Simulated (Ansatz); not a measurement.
Rows from a G0W0 calculation on BaThO3 (Pm-3m) (Ansatz 0.2.0; G0W0 on LDA, plane waves, PAW; 6×6×6 mesh, 2147 empty bands, screening to 480 eV, hard PAW files), in eV. Spin-orbit coupling is left out.

The database entry behind the starting cell is an old determination (1934), so it need not match the best structure at ambient conditions.

```
row      Σx     Σc     Vxc     Z
  A  -26.84   3.17  -22.70  0.76
  B   -5.67  -4.22  -10.68  0.83
```

Which rows are filled states and which are empty ones, and how can one tell?

Filled: A. Empty: B. The sign of Σc tells: for a filled state bare exchange, which holds its interaction with itself, lies below Vxc (Σx − Vxc is -4.1 eV or lower here) and screening gives part back as a positive Σc. For an empty state Σx lies above Vxc (+5.0 eV or more) and the Coulomb hole leaves Σc negative.

[Paths, hosts, dates, memory and timing lines, banners, echoed tables and standing remarks are left out of the program output.]

[Logs are printed without paths, hosts, clocks, repeated set-up lines and the standing remarks that a program may print on its own settings, such as how far it seeks lower states.]

[Runs of the session that timed out or met a known fault of the program may be left out.]

[Cells called generated may have been cut or substituted from an entry of the Crystallography Open Database or the Materials Project.]

[Hosts, paths, dates, database ids (printed as entryN), source tags and the programs' standing remarks are cut or masked in the printed files.]
